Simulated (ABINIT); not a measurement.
# Quasiparticle gap of NaLiICl (P4/mmm) in ABINIT

Aim: the G0W0 gap of NaLiICl (P4/mmm) on PBEsol with spin-orbit coupling, step by step.

Calculated with ABINIT 10.8.3; PBEsol and many-body steps on it, plane waves.

## (1) The starting structure

The structure is tetragonal, space group P4/mmm (No. 123). The conventional cell has a = 4.092 Å, b = 4.092 Å, c = 6.215 Å, α = 90.00°, β = 90.00°, γ = 90.00°. Nearest to Na lie 4 Cl at 2.89 Å and 2 I at 3.11 Å. Li has 4 I at 2.89 Å nearest. Nearest to I lie 4 Li at 2.89 Å and 2 Na at 3.11 Å. Nearest to Cl lie 4 Na at 2.89 Å. Farther neighbours and most contacts between anions are not listed.

The cell and positions are those that the Materials Project relaxed with its own functionals (PBE, PBE+U or r2SCAN), kept fixed.

## (2) Ground state

This step: ABINIT 10.8.3; DFT, PBEsol with spin-orbit coupling, plane waves, norm-conserving pseudopotentials.

The ground-state density comes first.

The input, run.abi:

```
acell 3*1.0 Angstrom
rprim 
  4.091636000000 0.000000000000 0.000000000000
  0.000000000000 4.091636000000 0.000000000000
  0.000000000000 0.000000000000 6.215344000000
ntypat 4
znucl 11 3 53 17
natom 4
typat 1 2 3 4
xred 
  0.500000000000 0.500000000000 0.500000000000
  0.000000000000 0.000000000000 0.000000000000
  0.500000000000 0.500000000000 0.000000000000
  0.000000000000 0.000000000000 0.500000000000
pp_dirpath "pseudos"
pseudos "Na.upf, Li.upf, I.upf, Cl.upf"
ecut 38
nspinor 2
ngkpt 4 4 4
nshiftk 1
shiftk 0 0 0
kptopt 1
chksymbreak 0
nband 38
occopt 1
tolvrs 1e-10
nstep 60
prtwf 0
optforces 0
optstress 0
indata_prefix "in"
outdata_prefix "out"
tmpdata_prefix "tmp"
```

The run is started by

```
$ OMP_NUM_THREADS=1 mpirun -n 4 abinit run.abi > log
```

Numbers of over 12 decimals in the logs are rounded to 6 here.

The log of the run:

```text
.Version 10.8.3 of ABINIT. v10.8.2 released Aug 2026.

 Symmetries : space group P4/m m m (#123); Bravais tP (primitive tetrag.)
================================================================================
 Values of the parameters that define the memory need of the present run
     intxc =       0    ionmov =       0      iscf =       7    lmnmax =      18
     lnmax =      18     mgfft =      72  mpssoang =       5    mqgrid =    3260
     natom =       4  nloc_mem =       1    nspden =       1   nspinor =       2
    nsppol =       1      nsym =      16    n1xccc =    2501    ntypat =       4
    occopt =       1   xclevel =       2
-    mband =          38        mffmem =           1         mkmem =           5
       mpw =        7876          nfft =      145800          nkpt =          18
================================================================================
  Rough estimation (10% accuracy) of disk space for files :
================================================================================

--------------------------------------------------------------------------------
------------- Echo of variables that govern the present computation ------------
--------------------------------------------------------------------------------
 -outvars: echo values of preprocessed input variables --------
            acell      1.8897261259E+00  1.8897261259E+00  1.8897261259E+00 Bohr

      chksymbreak           0
             ecut      3.80000000E+01 Hartree
-          fftalg         312

              ixc     -116133
              kpt      0.00000000E+00  0.00000000E+00  0.00000000E+00
                       2.50000000E-01  0.00000000E+00  0.00000000E+00
                       5.00000000E-01  0.00000000E+00  0.00000000E+00
                       2.50000000E-01  2.50000000E-01  0.00000000E+00
                       5.00000000E-01  2.50000000E-01  0.00000000E+00
                       5.00000000E-01  5.00000000E-01  0.00000000E+00
                       0.00000000E+00  0.00000000E+00  2.50000000E-01
                       2.50000000E-01  0.00000000E+00  2.50000000E-01
                       5.00000000E-01  0.00000000E+00  2.50000000E-01
   [... 7 further rows ...]
                       5.00000000E-01  2.50000000E-01  5.00000000E-01
                       5.00000000E-01  5.00000000E-01  5.00000000E-01
         kptrlatt        4    0    0      0    4    0      0    0    4
          kptrlen      3.09282858E+01
P           mkmem           5
            natom           4
            nband          38
            ngfft          45      45      72
             nkpt          18
          nspinor           2
            nstep          60
             nsym          16
           ntypat           4
              occ      1.000000  1.000000  1.000000  1.000000  1.000000  1.000000
                       1.000000  1.000000  1.000000  1.000000  1.000000  1.000000
                       1.000000  1.000000  1.000000  1.000000  1.000000  1.000000
                       1.000000  1.000000  1.000000  1.000000  1.000000  1.000000
                       1.000000  1.000000  0.000000  0.000000  0.000000  0.000000
                       0.000000  0.000000  0.000000  0.000000  0.000000  0.000000
                       0.000000  0.000000
        optforces           0
        optstress           0
            prtwf           0
            rprim      4.0916360000E+00  0.0000000000E+00  0.0000000000E+00
[...]
spgroup         123

           tolvrs      1.00000000E-10

             xred      5.0000000000E-01  5.0000000000E-01  5.0000000000E-01
[...]
znucl       11.00000    3.00000   53.00000   17.00000

================================================================================

 chkinp: Checking input parameters for consistency.

================================================================================
== DATASET  1 ==================================================================
-   mpi_nproc: 4, omp_nthreads: 1 (-1 if OMP is not activated)

--- !DatasetInfo
iteration_state: {dtset: 1, }
dimensions: {natom: 4, nkpt: 18, mband: 38, nsppol: 1, nspinor: 2, nspden: 1, mpw: 7876, }
cutoff_energies: {ecut:  38.0, pawecutdg:  -1.0, }
electrons: {nelect:   2.60000000E+01, charge:   0.00000000E+00, occopt:   1.00000000E+00, tsmear:   1.00000000E-02, }

 Real(R)+Recip(G) space primitive vectors, cartesian coordinates (Bohr,Bohr^-1):
 R(1)=  7.7320714  0.0000000  0.0000000  G(1)=  0.1293314  0.0000000  0.0000000
 R(2)=  0.0000000  7.7320714  0.0000000  G(2)=  0.0000000  0.1293314  0.0000000
 R(3)=  0.0000000  0.0000000 11.7452979  G(3)=  0.0000000  0.0000000  0.0851405
 Unit cell volume ucvol=  7.0219180E+02 bohr^3
 Angles (23,13,12)=  9.00000000E+01  9.00000000E+01  9.00000000E+01 degrees

 getcut: wavevector=  0.0000  0.0000  0.0000  ngfft=  45  45  72
         ecut(hartree)=     38.000   => boxcut(ratio)=   2.05069

--- Pseudopotential description ------------------------------------------------
- Na Generated using ONCVPSP code by D. R. Hamann
- 11.00000   9.00000  180509                  znucl, zion, pspdat
12 -116133 1 -1 2016                          pspcod,pspxc,lmax,lloc,mmax
     nproj     2     2     0     0
     spin-orbit psp
        nprojso     3     0     0
  pspatm : epsatm=    9.33086523
         --- l  ekb(1:nproj) -->
[...]
12 -116133 2 -1 1210                          pspcod,pspxc,lmax,lloc,mmax
     nproj     2     4     4     0
     spin-orbit psp
        nprojso     4     4     0
  pspatm : epsatm=   18.13292851
         --- l  ekb(1:nproj) -->
[...]
1    4.049696    0.759630    0.008283    0.000022
             2    4.195355    0.725136    0.003540    0.000041
  spin-orbit 1   -0.423511    0.212177    0.050604   -0.000498
  spin-orbit 2    0.305102   -0.042863    0.013963   -0.001077
 pspatm: atomic psp has been read  and splines computed

- Cl Generated using ONCVPSP code by D. R. Hamann
- 17.00000   7.00000  180509                  znucl, zion, pspdat
12 -116133 2 -1 1028                          pspcod,pspxc,lmax,lloc,mmax
     nproj     2     3     2     0
     spin-orbit psp
        nprojso     3     4     0
  pspatm : epsatm=    8.95913554
         --- l  ekb(1:nproj) -->
[...]
1    3.872198    1.116595    0.000463
[...]
spin-orbit 1    0.132620   -0.035144    0.012922
  spin-orbit 2    0.001679    0.000424   -0.000140   -0.000029
 pspatm: atomic psp has been read  and splines computed

   1.01483082E+03                                ecore*ucvol(ha*bohr**3)
--------------------------------------------------------------------------------

_setup2: Arith. and geom. avg. npw (full set) are    7853.422    7853.403

================================================================================

--- !BeginCycle
iteration_state: {dtset: 1, }
solver: {iscf: 7, nstep: 60, nline: 4, wfoptalg: 0, }
tolerances: {tolvrs: 1.00E-10, }

     iter   Etot(hartree)      deltaE(h)  residm     vres2
 ETOT  1  -82.249027482578    -8.225E+01 1.296E-01 1.293E+02
 ETOT  2  -82.313084611646    -6.406E-02 3.597E-03 1.090E+01
 ETOT  3  -82.315161745298    -2.077E-03 1.701E-03 3.774E+00
 ETOT  4  -82.315270826147    -1.091E-04 1.530E-03 6.992E-01
 ETOT  5  -82.315283093322    -1.227E-05 1.696E-03 1.047E-01
 ETOT  6  -82.315285209488    -2.116E-06 4.187E-04 1.969E-02
 ETOT  7  -82.315285733602    -5.241E-07 5.582E-04 1.568E-03
 ETOT  8  -82.315285784996    -5.139E-08 6.173E-04 6.667E-06
 ETOT  9  -82.315285785307    -3.112E-10 3.993E-04 2.066E-07
 ETOT 10  -82.315285785325    -1.756E-11 6.182E-04 6.303E-09
 ETOT 11  -82.315285785324     1.009E-12 2.688E-04 2.182E-10
 ETOT 12  -82.315285785324     1.421E-14 3.424E-04 3.705E-12

 At SCF step   12       vres2   =  3.71E-12 < tolvrs=  1.00E-10 =>converged.

--- !ResultsGS
iteration_state: {dtset: 1, }
comment   : Summary of ground state results
lattice_vectors:
- [  7.7320714,   0.0000000,   0.0000000, ]
- [  0.0000000,   7.7320714,   0.0000000, ]
- [  0.0000000,   0.0000000,  11.7452979, ]
lattice_lengths: [   7.73207,    7.73207,   11.74530, ]
lattice_angles: [ 90.000,  90.000,  90.000, ] # degrees, (23, 13, 12)
lattice_volume:   7.0219180E+02
convergence: {deltae:  1.421E-14, res2:  3.705E-12, residm:  3.424E-04, diffor:  0.000E+00, }
etotal    :  -8.23152858E+01
entropy   :   0.00000000E+00
fermie    :   1.25464168E-02
cartesian_stress_tensor: null
pressure_GPa: null
xred      :
- [  5.0000E-01,   5.0000E-01,   5.0000E-01, Na]
- [  0.0000E+00,   0.0000E+00,   0.0000E+00, Li]
- [  5.0000E-01,   5.0000E-01,   0.0000E+00,  I]
- [  0.0000E+00,   0.0000E+00,   5.0000E-01, Cl]
cartesian_forces: null
force_length_stats: {min: null, max: null, mean: null, }

 Integrated electronic density in atomic spheres:
 ------------------------------------------------
 Atom  Sphere_radius  Integrated_density
[...]
4        2.00000          5.04928119
================================================================================

 ----iterations are completed or convergence reached----

 Mean square residual over all n,k,spin=   11.375E-07; max=  34.236E-05
 reduced coordinates (array xred) for    4 atoms
       0.500000000000      0.500000000000      0.500000000000
       0.000000000000      0.000000000000      0.000000000000
       0.500000000000      0.500000000000      0.000000000000
       0.000000000000      0.000000000000      0.500000000000
 rms dE/dt=  0.0000E+00; max dE/dt=  0.0000E+00; dE/dt below (all hartree)
    1       0.000000000000      0.000000000000      0.000000000000
    2       0.000000000000      0.000000000000      0.000000000000
    3       0.000000000000      0.000000000000      0.000000000000
    4       0.000000000000      0.000000000000      0.000000000000

 cartesian coordinates (angstrom) at end:
    1      2.045818     2.045818     3.107672
    2      0.000000     0.000000     0.000000
    3      2.045818     2.045818     0.000000
    4      0.000000     0.000000     3.107672
 length scales=  1.889726125908  1.889726125908  1.889726125908 bohr
              =  1.000000000000  1.000000000000  1.000000000000 angstroms
 prteigrs : about to open file out_EIG
 Fermi (or HOMO) energy (hartree) =   0.01255   Average Vxc (hartree)=  -0.29878
 Eigenvalues (hartree) for nkpt=  18  k points:
 kpt#   1, nband= 38, wtk=  0.01563, kpt=  0.0000  0.0000  0.0000 (reduced coord)
  -1.81797   -1.81797   -1.62880   -1.62880   -0.79672   -0.79672   -0.79053   -0.79053
  -0.78950   -0.78950   -0.47021   -0.47021   -0.40742   -0.40742   -0.08438   -0.08438
  -0.03772   -0.03772   -0.03047   -0.03047   -0.02023   -0.02023    0.00462    0.00462
   0.00772    0.00772    0.15594    0.15594    0.20521    0.20521    0.23588    0.23588
   0.33635    0.33635    0.34249    0.34249    0.35056    0.35113
 prteigrs : prtvol=0 or 1, do not print more k-points.

--- !EnergyTerms
iteration_state     : {dtset: 1, }
comment             : Components of total free energy in Hartree
kinetic             :  4.16897810750064E+01
hartree             :  2.65625382710460E+01
xc                  : -1.68362623796311E+01
Ewald energy        : -4.45910483819488E+01
psp_core            :  1.44523307649665E+00
local_psp           : -7.54778264233957E+01
non_local_psp       : -1.51077010228970E+01
total_energy        : -8.23152857853235E+01
total_energy_eV     : -2.23991303545275E+03
band_energy         : -1.38871446817913E+01

== END DATASET(S) ==============================================================
================================================================================

 -outvars: echo values of variables after computation  --------
           etotal     -8.2315285785E+01
            nband          38
             nkpt          18
          spgroup         123
 [... the other variables as echoed above ...]

 Calculation completed.
```

Wall time 7.1 min (4 MPI ranks of AMD EPYC 7571, shared host); peak memory 0.62 GiB; 28 min of CPU time.

Numbers from this step:

```yaml
total_energy: -2239.9130 eV
gap: 3.902 eV
k_of_the_valence_top: 0.5, 0, 0.5
k_of_the_conduction_bottom: 0, 0, 0
least_direct_gap: 4.033 eV
```

The gap is indirect, with the least direct gap 0.13 eV higher.

(Part 1 of 3 ends here.)

[Paths, hosts, dates, memory and timing lines, banners, echoed tables and standing remarks are left out of the program output.]

[Logs are printed without paths, hosts, clocks, repeated set-up lines and the standing remarks that a program may print on its own settings, such as how far it seeks lower states.]

[Runs of the session that timed out or met a known fault of the program may be left out.]

[Hosts, paths, dates, database ids (printed as entryN), source tags and the programs' standing remarks are cut or masked in the printed files.]

[G0W0 gaps are taken among the corrected bands and points alone; a level outside them can change the order at an edge.]

[Where Ansatz stands beside ABINIT at settings called matched, ABINIT's density can come from a denser mesh and the files from another edition; pairs whose starting gaps differed by over 0.03 eV were left out, so agreement reads better than it is.]
